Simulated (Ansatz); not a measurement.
# Sc3SnC (Pm-3m): phonons and vibrational spectra

How does Sc3SnC (Pm-3m) vibrate, and is this structure a minimum?

Calculated with Ansatz 0.2.0; DFT PBEsol, scalar-relativistic, plane waves, PAW; PAW set soft_1.

## (1) Starting point

Symmetry: Pm-3m, No. 221, cubic system. Conventional cell: a = 4.530 Å, b = 4.530 Å, c = 4.530 Å, α = 90.00°, β = 90.00°, γ = 90.00°. Nearest to Sc lie 2 C at 2.27 Å and 4 Sn at 3.20 Å and 8 Sc at 3.20 Å. Sn has 12 Sc at 3.20 Å nearest. Nearest to C lie 6 Sc at 2.27 Å. Farther neighbours are not listed.

## (2) Relaxation

Harmonic phonons are second derivatives at a point where the forces vanish, and they are wanted at zero stress, so atoms and cell are relaxed first.

input.yaml reads:

```yaml
crystal:
  lattice:
    - [4.53027743, 0.0, 0.0]
    - [0.0, 4.53027743, 0.0]
    - [0.0, 0.0, 4.53027743]
  atoms:
    - { symbol: Sc, position: [0.0, 0.5, 0.5] }
    - { symbol: Sc, position: [0.5, 0.5, 0.0] }
    - { symbol: Sc, position: [0.5, 0.0, 0.5] }
    - { symbol: Sn, position: [0.0, 0.0, 0.0] }
    - { symbol: C, position: [0.5, 0.5, 0.5] }
kpoints:
  mp_grid: { grid: [8, 8, 8] }
hamiltonian:
  xc: pbesol
  pseudopotentials: { kind: paw, azcp: { folder: soft_1 }, xc_functional: pbe }
scf:
  occupations: { method: gaussian, width: 0.1 }
output:
  forces: true
  stress: true
  eigenvalues: true
  write_density: true
  write_potential: true
  elf: true
  volumetric_format: npy
relax:
  adjacent_minimum: "off"
  f_tol: 0.005
  max_steps: 80
  cell: { stress_tol: 0.05 }
```

Command:

```console
> ansatz run input.yaml --threads 4 --pin off --max-ram 10240MiB --backend cpu --events-out ev --progress --plain --runs-dir out
```

Numbers of over 12 decimals in the logs are rounded to 6 here.

Log:

```text
Engine: ansatz 0.2.0, aarch64-unknown-linux-gnu
Pseudopotentials: kind: paw
Pseudopotential: Sc, paw, valence charge 11, recommended cutoff 420 eV (normal), soft_1/Sc.paw.azcp
Pseudopotential: Sn, paw, valence charge 14, recommended cutoff 420 eV (normal), soft_1/Sn.paw.azcp
Pseudopotential: C, paw, valence charge 4, recommended cutoff 420 eV (normal), soft_1/C.paw.azcp
Functional definition: PBEsol
  exchange = pbesol_x
  correlation = pbesol_c
Crystal: 5 atoms, lattice volume = 92.977 Å³
Basis set: ecut = 420 eV, 1839 PW (Γ), exchange–correlation on 64×64×64 points (8 copies of the dense FFT grid, shifted against one another)
Bands: 31, of which v1, the nominal top of the filled ones, is band 26 counted from 1 (25 counted from 0)
Symmetry: 48 space group operations
Space group: Pm-3m (ITA 221), of the structure as read, at distance tolerance 4.5e-5 Å
k-points: 35 of 512
Non-local potential: Sc, projectors of the file, l = 0: 3, l = 1: 2, l = 2: 3, l = 3: 1
Non-local potential: Sn, projectors of the file, l = 0: 2, l = 1: 2, l = 2: 2, l = 3: 1
Non-local potential: C, projectors of the file, l = 0: 2, l = 1: 2, l = 2: 1
PAW form: soft (Blöchl's): semilocal exchange-correlation on the pseudo side does not see the compensation charge
PAW frozen core: Sc, regenerated for the run's functional, and the local potential with it (the file was generated under x = pbe(κ = 0.804, μ = 0.219515), c = pbe(β = 0.066725))
PAW frozen core: Sn, regenerated for the run's functional, and the local potential with it (the file was generated under x = pbe(κ = 0.804, μ = 0.219515), c = pbe(β = 0.066725))
PAW frozen core: C, regenerated for the run's functional, and the local potential with it (the file was generated under x = pbe(κ = 0.804, μ = 0.219515), c = pbe(β = 0.066725))
PAW one-centre angular grid: Sc, 590 points (default); XC on 64 Gauss nodes
PAW one-centre angular grid: Sn, 590 points (default); XC on 64 Gauss nodes
PAW one-centre angular grid: C, 110 points (default); XC on 64 Gauss nodes
Initial density: superposition of atomic densities (chi_scale 0.1, normalization cell, long waves kept (reshape's long-wave potential 0.00 eV rms))
Initial wavefunctions: pseudopotential atomic-orbital guess
Functional: x = pbesol(κ = 0.804, μ = 0.123457), c = pbesol(β = 0.046)
SCF iter   1: F=—  HF=-12537.499147 eV  |F-HF|=—  |Δ(HF+E_count)|=         —  Δρ=6.39e-2  dr2=1.01e1  ethr=3.10e-3  ⟨swp⟩=5.1  Hψ=4440  notcnv=0
preconditioner: auto → Kerker (q_TF=auto, 2.468 Å⁻¹)  [metal: Δε(μ)=0.081 eV  Ē_g=10.610 eV  σ=0.100 eV  W_gap=0.42  n_scr=26 (ndim 8)  ℏωp=20.0 eV  f_vac=0.000  D(μ)=1.74/eV (n_scr^D=6)]
SCF iter   2: F=—  HF=-12535.510223 eV  |F-HF|=—  |Δ(HF+E_count)|=    1.99e0  Δρ=2.66e-2  dr2=2.05e0  ethr=3.10e-3  ⟨swp⟩=2.3  Hψ=2037  notcnv=0  defer=21
SCF iter   3: F=—  HF=-12535.023880 eV  |F-HF|=—  |Δ(HF+E_count)|=   4.86e-1  Δρ=1.22e-2  dr2=3.33e-1  ethr=3.10e-3  ⟨swp⟩=2.2  Hψ=1756  notcnv=0  defer=18
SCF iter   4: F=—  HF=-12534.923563 eV  |F-HF|=—  |Δ(HF+E_count)|=   1.00e-1  Δρ=2.20e-3  dr2=5.08e-3  ethr=6.53e-4  ⟨swp⟩=2.1  Hψ=1519  notcnv=0  defer=18
SCF iter   5: F=—  HF=-12534.923330 eV  |F-HF|=—  |Δ(HF+E_count)|=   2.33e-4  Δρ=7.57e-4  dr2=6.18e-4  ethr=9.96e-6  ⟨swp⟩=2.1  Hψ=1688  notcnv=0  defer=17
SCF iter   6: F=—  HF=-12534.923253 eV  |F-HF|=—  |Δ(HF+E_count)|=   7.74e-5  Δρ=1.83e-4  dr2=3.15e-5  ethr=1.21e-6  ⟨swp⟩=2.0  Hψ=1498  notcnv=0  defer=17
SCF iter   7: F=—  HF=-12534.923205 eV  |F-HF|=—  |Δ(HF+E_count)|=   4.72e-5  Δρ=4.82e-5  dr2=2.03e-6  ethr=6.18e-8  ⟨swp⟩=2.0  Hψ=1542  notcnv=0  defer=17
SCF iter   8: F=—  HF=-12534.923205 eV  |F-HF|=—  |Δ(HF+E_count)|=   3.60e-7  Δρ=1.28e-5  dr2=1.73e-7  ethr=3.98e-9  ⟨swp⟩=2.0  Hψ=1533  notcnv=0  defer=17
SCF iter   9: F=-12534.923205 eV  HF=-12534.923205 eV  |F-HF|=2.67e-9  |Δ(HF+E_count)|=   1.39e-8  Δρ=2.27e-6  dr2=5.72e-9  ethr=1.96e-10  ⟨swp⟩=11.9  Hψ=7014  notcnv=0
SCF 1 converged in 9 iterations: F = -12534.923205 eV  dr2 = 5.72e-9
  greatest PAW one-centre occupation: 0.998 electrons in one spin orbital (limit 2), on the Sc atom at site 1 (counted from 0), in its partial waves of l = 0
relax step   1: F+E_penalty+E_count = -12534.92320497 eV  Δ(F+E_penalty+E_count) = +0.000e0 eV  max|allowed force component| = 3.371e-29 eV/Å  Δτ_max = 0.0000 Å  P = -3.330 GPa  Ω = 92.977 Å³  (9 SCF iters, dr2 threshold 1.00e-7 eV, accepted)
Crystal: 5 atoms, lattice volume = 88.393 Å³
Basis set: ecut = 420 eV, 1743 PW (Γ), exchange–correlation on 64×64×64 points (8 copies of the dense FFT grid, shifted against one another)
Initial density: handed on by an earlier stage of this run
Initial wavefunctions: those handed on with the density
iter 1 solved again at ethr=1.84e-4 eV; its pass at ethr=3.10e-3 eV (dr2=9.41e-2 eV) is discarded
SCF iter   1: F=—  HF=-12534.968417 eV  |F-HF|=—  |Δ(HF+E_count)|=         —  Δρ=6.83e-3  dr2=9.90e-2  ethr=1.84e-4  ⟨swp⟩=1.0  Hψ=6087  notcnv=0
preconditioner: auto → Kerker (q_TF=auto, 2.489 Å⁻¹)  [metal: Δε(μ)=0.026 eV  Ē_g=5.292 eV  σ=0.100 eV  W_gap=0.14  n_scr=26 (ndim 8)  ℏωp=16.3 eV  f_vac=0.000  D(μ)=2.83/eV (n_scr^D=18)]
SCF iter   2: F=—  HF=-12534.949930 eV  |F-HF|=—  |Δ(HF+E_count)|=   1.85e-2  Δρ=2.01e-3  dr2=1.42e-2  ethr=1.84e-4  ⟨swp⟩=2.0  Hψ=1341  notcnv=0
SCF iter   3: F=—  HF=-12534.946839 eV  |F-HF|=—  |Δ(HF+E_count)|=   3.09e-3  Δρ=9.83e-4  dr2=2.83e-3  ethr=2.79e-5  ⟨swp⟩=2.0  Hψ=1334  notcnv=0
SCF iter   4: F=—  HF=-12534.945968 eV  |F-HF|=—  |Δ(HF+E_count)|=   8.71e-4  Δρ=2.53e-4  dr2=1.11e-4  ethr=5.55e-6  ⟨swp⟩=2.0  Hψ=1404  notcnv=0
SCF iter   5: F=—  HF=-12534.945949 eV  |F-HF|=—  |Δ(HF+E_count)|=   1.87e-5  Δρ=6.64e-5  dr2=3.91e-6  ethr=2.18e-7  ⟨swp⟩=2.0  Hψ=1338  notcnv=0
SCF iter   6: F=-12534.945949 eV  HF=-12534.945949 eV  |F-HF|=1.02e-7  |Δ(HF+E_count)|=   1.37e-7  Δρ=1.69e-5  dr2=2.67e-7  ethr=9.80e-10  ⟨swp⟩=11.8  Hψ=7947  notcnv=0
SCF 2 converged in 6 iterations: F = -12534.945949 eV  dr2 = 2.67e-7
  greatest PAW one-centre occupation: 0.998 electrons in one spin orbital (limit 2), on the Sc atom at site 2 (counted from 0), in its partial waves of l = 0
relax step   2: F+E_penalty+E_count = -12534.94594877 eV  Δ(F+E_penalty+E_count) = -2.274e-2 eV  max|allowed force component| = 1.342e-29 eV/Å  Δτ_max = 0.0000 Å  P = +2.035 GPa  Ω = 88.393 Å³  energy of the carried Pulay correction = +9.546e-4 eV  (6 SCF iters, dr2 threshold 5.00e-7 eV, accepted)
Crystal: 5 atoms, lattice volume = 90.077 Å³
Basis set: ecut = 420 eV, 1791 PW (Γ), exchange–correlation on 64×64×64 points (8 copies of the dense FFT grid, shifted against one another)
iter 1 solved again at ethr=2.84e-5 eV; its pass at ethr=3.10e-3 eV (dr2=1.45e-2 eV) is discarded
SCF iter   1: F=—  HF=-12534.959051 eV  |F-HF|=—  |Δ(HF+E_count)|=         —  Δρ=2.66e-3  dr2=1.54e-2  ethr=2.84e-5  ⟨swp⟩=1.0  Hψ=6146  notcnv=0
preconditioner: auto → Kerker (q_TF=auto, 2.482 Å⁻¹)  [metal: Δε(μ)=0.066 eV  Ē_g=5.199 eV  σ=0.100 eV  W_gap=0.33  n_scr=26 (ndim 8)  ℏωp=16.1 eV  f_vac=0.000  D(μ)=2.83/eV (n_scr^D=18)]
SCF iter   2: F=—  HF=-12534.956214 eV  |F-HF|=—  |Δ(HF+E_count)|=   2.84e-3  Δρ=7.68e-4  dr2=2.12e-3  ethr=2.84e-5  ⟨swp⟩=2.0  Hψ=1337  notcnv=0
SCF iter   3: F=—  HF=-12534.955753 eV  |F-HF|=—  |Δ(HF+E_count)|=   4.61e-4  Δρ=3.81e-4  dr2=4.46e-4  ethr=4.16e-6  ⟨swp⟩=2.1  Hψ=1327  notcnv=0
SCF iter   4: F=—  HF=-12534.955608 eV  |F-HF|=—  |Δ(HF+E_count)|=   1.45e-4  Δρ=9.97e-5  dr2=1.76e-5  ethr=8.74e-7  ⟨swp⟩=2.0  Hψ=1348  notcnv=0
SCF iter   5: F=—  HF=-12534.955603 eV  |F-HF|=—  |Δ(HF+E_count)|=   4.99e-6  Δρ=2.64e-5  dr2=6.51e-7  ethr=3.45e-8  ⟨swp⟩=2.0  Hψ=1354  notcnv=0
SCF iter   6: F=-12534.955603 eV  HF=-12534.955603 eV  |F-HF|=1.92e-8  |Δ(HF+E_count)|=   4.02e-8  Δρ=6.73e-6  dr2=4.35e-8  ethr=9.80e-10  ⟨swp⟩=10.1  Hψ=7047  notcnv=0
SCF 3 converged in 6 iterations: F = -12534.955603 eV  dr2 = 4.35e-8
relax step   3: F+E_penalty+E_count = -12534.95560313 eV  Δ(F+E_penalty+E_count) = -9.654e-3 eV  max|allowed force component| = 9.453e-30 eV/Å  Δτ_max = 0.0000 Å  P = -0.097 GPa  Ω = 90.077 Å³  energy of the carried Pulay correction = +5.982e-4 eV  (6 SCF iters, dr2 threshold 5.00e-7 eV, accepted)
[...]
relax step   4: F+E_penalty+E_count = -12534.95564398 eV  Δ(F+E_penalty+E_count) = -4.084e-5 eV  max|allowed force component| = 1.449e-29 eV/Å  Δτ_max = 0.0000 Å  P = -0.003 GPa  Ω = 89.999 Å³  energy of the carried Pulay correction = +6.147e-4 eV  (5 SCF iters, dr2 threshold 2.37e-8 eV, accepted)
Basis set: ecut = 420 eV, 1791 PW (Γ), exchange–correlation on 60×60×60 points (8 copies of the dense FFT grid, shifted against one another)
Initial wavefunctions: pseudopotential atomic-orbital guess (no wavefunctions were taken with the density)
iter 1 solved again at ethr=6.64e-8 eV; its pass at ethr=3.10e-3 eV (dr2=3.39e-5 eV) is discarded
SCF iter   1: F=—  HF=-12534.955163 eV  |F-HF|=—  |Δ(HF+E_count)|=         —  Δρ=3.28e-5  dr2=1.25e-7  ethr=6.64e-8  ⟨swp⟩=3.6  Hψ=7273  notcnv=0
preconditioner: auto → Kerker (q_TF=auto, 2.482 Å⁻¹)  [metal: Δε(μ)=0.081 eV  Ē_g=5.214 eV  σ=0.100 eV  W_gap=0.40  n_scr=26 (ndim 8)  ℏωp=16.1 eV  f_vac=0.000  D(μ)=2.85/eV (n_scr^D=18)]
SCF iter   2: F=—  HF=-12534.955100 eV  |F-HF|=—  |Δ(HF+E_count)|=   6.38e-5  Δρ=1.79e-5  dr2=3.24e-8  ethr=2.45e-10  ⟨swp⟩=2.1  Hψ=1989  notcnv=0
SCF iter   3: F=—  HF=-12534.955100 eV  |F-HF|=—  |Δ(HF+E_count)|=   9.63e-8  Δρ=2.60e-6  dr2=1.54e-9  ethr=6.35e-11  ⟨swp⟩=2.0  Hψ=1330  notcnv=0
SCF iter   4: F=—  HF=-12534.955100 eV  |F-HF|=—  |Δ(HF+E_count)|=   1.63e-9  Δρ=4.60e-7  dr2=2.17e-10  ethr=3.01e-12  ⟨swp⟩=2.0  Hψ=1390  notcnv=0
SCF iter   5: F=-12534.955100 eV  HF=-12534.955100 eV  |F-HF|=3.64e-12  |Δ(HF+E_count)|=  3.64e-11  Δρ=1.22e-7  dr2=1.38e-11  ethr=1.00e-12  ⟨swp⟩=6.9  Hψ=4684  notcnv=0
SCF 5 converged in 5 iterations: F = -12534.955100 eV  dr2 = 1.38e-11
relax step   5: F+E_penalty+E_count = -12534.95509971 eV  Δ(F+E_penalty+E_count) = +5.443e-4 eV  max|allowed force component| = 8.835e-30 eV/Å  Δτ_max = 0.0000 Å  P = -0.011 GPa  Ω = 89.999 Å³  stress off target by 1.13e-2 GPa  SCF on the basis re-selected at this cell (its energy is not comparable with the rows above)  (5 SCF iters)
basis re-selected at this cell: Δ(F+E_penalty+E_count) = +5.443e-4 eV, ΔP = -0.009 GPa vs the last step (what re-selecting the basis moved, of the pressure what is left beyond the Pulay correction that the steps carried, after the strain that the cell walked since its last selection, with what the two solves' SCF thresholds leave and, on support functions, any second-order correction that the steps lacked; it is no measure of the basis error at this ecutwfc). The dense FFT grid was sized anew with the basis: this SCF ran on 30×30×30 points, the steps before it on 32×32×32, so part of this shift can come from that change (see relax.cell in the input reference). [rest of the remark cut]
SCF converged after 5 iterations
Free energy (F): -12534.955100 eV
Harris-Foulkes:  -12534.955100 eV  (|F-HF|=3.64e-12)
Internal energy: -12534.940875 eV  (E = F + TS)
E sigma→0 (E₀):  -12534.947987 eV
Entropy (-TS):   -0.014225 eV (-2.845 meV/atom)
Fermi energy:    12.033298 eV
--- Per-component energies (eV) ---
  E_band       = -460.226850
  E_kinetic    = 882.201364
  E_local      = -3253.311701  (includes V_loc(G=0)·N_el)
  E_nonlocal   = 599.538591
  E_hartree    = 1309.413419
  E_xc         = -430.195604
  E_vxc        = -458.276280  (∫ρ·V_xc dr)
  E_paw        = -7292.992986  (= ΣΔE_a)
  E_vpaw       = -849.206133  (= ΣTr[D̂ρ^β])
  E_aug_tail   = 0.000440  (compensation charges beyond the density's cutoff)
  E_ewald      = -4350.287412
  E_core_change = 0.693016  (= ΣΔE_core)
  E_smearing   = -0.014225  (= −TS)
  E_closure    = 0.000000  (closes the sum)
  Σ components = -12534.955100   (vs F -12534.955100, Δ=0.00e0)
--- Forces (eV/Å), atoms counted from 1 ---
  atom   1  Sc     0.00000000    -0.00000000    -0.00000000
  atom   2  Sc     0.00000000    -0.00000000     0.00000000
  atom   3  Sc     0.00000000     0.00000000    -0.00000000
  atom   4  Sn    -0.00000000    -0.00000000     0.00000000
  atom   5  C      0.00000000     0.00000000     0.00000000
  max |Σ_I F_I| component: 1.89e-29 eV/Å
--- Stress (GPa, compression-positive) ---
       -0.011284       0.000000       0.000000
        0.000000      -0.011284       0.000000
        0.000000       0.000000      -0.011284
  P = ⅓ Tr σ = -0.0113 GPa (-0.113 kbar)
--- Band table (eV; the first three rows and the last of 35) ---
  k-point 0: bands = [... 22 lower, 10.8889, 10.8889, 11.4693, 11.4693, 11.4693, 13.0304, 13.0304, 13.0304, ... 1 higher]
  k-point 1: bands = [... 22 lower, 11.0108, 11.0179, 11.2282, 11.2282, 11.5175, 12.5840, 13.2875, 13.2875, ... 1 higher]
  k-point 2: bands = [... 22 lower, 10.3852, 10.8132, 10.8132, 11.3504, 11.6476, 12.5802, 13.7097, 13.7097, ... 1 higher]
  k-point 34: bands = [... 22 lower, 9.6640, 9.6640, 9.6640, 12.8373, 12.8373, 12.8373, 13.2989, 13.2989, ... 1 higher]
--- Relaxed structure (4 steps of the walk, 4 accepted, 1 SCFs on fresh bases) ---
  F+E_penalty+E_count = -12534.95509971 eV   max|allowed force component| = 8.835e-30 eV/Å   (the final SCF, on the basis selected at the relaxed cell)
  cell:  # Å, volume = 89.9989 Å³
    - [4.481386, 0, 0]
    - [0, 4.481386, 0.0]
    - [0, 0.0, 4.481386]
  atoms:
    - { symbol: Sc, position: [0, 0.5, 0.5] }
    - { symbol: Sc, position: [0.5, 0.5, 0] }
    - { symbol: Sc, position: [0.5, 0, 0.5] }
    - { symbol: Sn, position: [0, 0, 0] }
    - { symbol: C, position: [0.5, 0.5, 0.5] }
```

Wall time 7 s (4 threads of Arm Neoverse V2, shared host); peak memory 0.47 GiB.

Step by step:

```tsv
step	energy less that of the first step (eV)	largest force component (eV/Å)	pressure (GPa)	volume (Å³)
1	0.0000	0.0000	-3.33	92.98
2	-0.0227	0.0000	2.03	88.39
3	-0.0324	0.0000	-0.10	90.08
4	-0.0324	0.0000	0.00	90.00
5*	-0.0319	0.0000	-0.01	90.00
```

Relaxation steps marked * repeat the geometry before them on a plane-wave basis chosen anew for their cell, so energy and pressure can jump there.

The run keeps the 48 symmetry operations that it works with, so distortions that break them were not tested.

```tsv
conventional cell, symmetrised	before	after	change
a (Å)	4.530	4.481	-1.1 %
b (Å)	4.530	4.481	-1.1 %
c (Å)	4.530	4.481	-1.1 %
volume (Å³/atom)	18.60	18.00	-3.2 %
```

The relaxed structure:

```cif
data_structure
_symmetry_space_group_name_H-M 'P 1'
_symmetry_Int_Tables_number 1
_cell_length_a 4.4814
_cell_length_b 4.4814
_cell_length_c 4.4814
_cell_angle_alpha 90.000
_cell_angle_beta 90.000
_cell_angle_gamma 90.000
_cell_volume 90.00
loop_
_atom_site_label
_atom_site_type_symbol
_atom_site_fract_x
_atom_site_fract_y
_atom_site_fract_z
_atom_site_occupancy
Sc1 Sc 0.00000 0.50000 0.50000 1
Sc2 Sc 0.50000 0.50000 0.00000 1
Sc3 Sc 0.50000 0.00000 0.50000 1
Sn4 Sn 0.00000 0.00000 0.00000 1
C5 C 0.50000 0.50000 0.50000 1
```

This step gave:

| Property | Result |
| --- | --- |
| pressure | -0.01128 GPa |
| volume per atom | 18.00 Å³ |
| gap on the k-mesh | 0 eV |

Electrostatic potential energy in the ac plane at fractional y = 0.500, with atoms of Sc and C within 0.2 Å of it. With pseudopotentials it is smooth inside the atoms' cores, unlike the true potential.

Ten even steps from '0' (-46 eV) to '9' (14 eV), each cell a mean:
```
99997300158999
99998633478999
99999877789999
78899998999988
45799977899875
12589732489741
01488500278730
01589610379730
34789865799863
67899998999987
89999888899999
99998754578999
99997411258999
99986300147999
```
Columns run along a (4.5 Å; values clipped at the 3rd and 97th percentile), rows up along c (4.5 Å). Atoms in or near the plane, at fractional coordinates: Sc at (0.00, 0.50), Sc at (0.50, 0.00), C at (0.50, 0.50).

Valence density in the ac plane at fractional y = 0.500, with atoms of Sc and C within 0.2 Å of it. It is the smooth field of the valence electrons, not physical close to the nuclei.

Ten even steps from '0' (0.1 e/Å³) to '9' (8.3 e/Å³), each cell a mean:
```
00000378510000
00000133200000
00000000000000
00000000000000
21000000000001
64100011100025
96200111100038
85100111100037
32000011000013
00000000000000
00000000000000
00000012100000
00000256410000
00000389620000
```
Columns run along a (4.5 Å), rows up along c (4.5 Å). Atoms in or near the plane, at fractional coordinates: Sc at (0.00, 0.50), Sc at (0.50, 0.00), C at (0.50, 0.50).

ELF in the ac plane at fractional y = 0.500, with atoms of Sc and C within 0.2 Å of it. It is the smooth field of the valence electrons, not physical close to the nuclei.

Ten even steps from '0' (0.07) to '9' (0.79), each cell a mean:
```
44103753761024
22100577630012
00000123200000
10014544443001
75116999984036
67517975894267
05627920594373
36627952794275
87317999995157
32015777764003
00011122111000
11100366510011
43102765750024
54103830671024
```
Columns run along a (4.5 Å), rows up along c (4.5 Å). Atoms in or near the plane, at fractional coordinates: Sc at (0.00, 0.50), Sc at (0.50, 0.00), C at (0.50, 0.50).

In this step the volume went from 18.60 to 18.00 Å³/atom.

## (3) Relaxing to small forces for the phonons

Phonons need a cell at rest on their own settings, so the relaxation is repeated with tight tolerances on forces and stress on the k mesh and occupations of the first response run.

input.yaml, the sections that differ from step 2:

```yaml
crystal:
  lattice:
    - [4.481385901, 0.0, 0.0]
    - [0.0, 4.481385901, 0.0]
    - [0.0, 0.0, 4.481385901]
  atoms:
    - { symbol: Sc, position: [0.0, 0.5, 0.5] }
    - { symbol: Sc, position: [0.5, 0.5, 0.0] }
    - { symbol: Sc, position: [0.5, 0.0, 0.5] }
    - { symbol: Sn, position: [0.0, 0.0, 0.0] }
    - { symbol: C, position: [0.5, 0.5, 0.5] }
scf:
  occupations: { method: methfessel_paxton, width: 0.2 }
output:
  forces: true
  stress: true
  eigenvalues: true
relax:
  adjacent_minimum: "off"
  f_tol: 0.001
  max_steps: 60
  cell: { stress_tol: 0.01 }
# kpoints, hamiltonian: as in step 2
```

Log:

```text
[...]
Crystal: 5 atoms, lattice volume = 89.999 Å³
Basis set: ecut = 420 eV, 1791 PW (Γ), exchange–correlation on 60×60×60 points (8 copies of the dense FFT grid, shifted against one another)
Bands: 31, of which v1, the nominal top of the filled ones, is band 26 counted from 1 (25 counted from 0)
Symmetry: 48 space group operations
[...]
k-points: 35 of 512
[...]
--- Relaxed structure (3 steps of the walk, 3 accepted, 1 SCFs on fresh bases) ---
[...]
cell:  # Å, volume = 89.9804 Å³
    - [4.481079, 0, 0]
    - [0, 4.481079, 0.0]
    - [0, 0.0, 4.481079]
  atoms:
    - { symbol: Sc, position: [0, 0.5, 0.5] }
    - { symbol: Sc, position: [0.5, 0.5, 0] }
    - { symbol: Sc, position: [0.5, 0, 0.5] }
    - { symbol: Sn, position: [0, 0, 0] }
    - { symbol: C, position: [0.5, 0.5, 0.5] }
[key lines of the parts left out:]
SCF converged after 8 iterations
Free energy (F): -12534.950009 eV
Fermi energy:    12.035848 eV
P = ⅓ Tr σ = -0.0001 GPa (-0.001 kbar)
```

Elapsed: 5.2 s, on 4 threads; peak memory 0.46 GiB; 19 s of CPU time.

Little changed from the start: no atom moved by 0.005 Å and no cell edge by 0.1 %.

This step gave:

| Quantity | Value |
| --- | --- |
| pressure | -8.00e-5 GPa |

The forces vanish by symmetry and the pressure is 0.000 GPa, within the tolerances set. The cell now holds 18.00 Å³/atom.

(Continued in part 2 of 2.)

[Logs are printed without paths, hosts, clocks, repeated set-up lines and the standing remarks that a program may print on its own settings, such as how far it seeks lower states.]

[Hosts, paths, dates, database ids (printed as entryN), source tags and the programs' standing remarks are cut or masked in the printed files.]
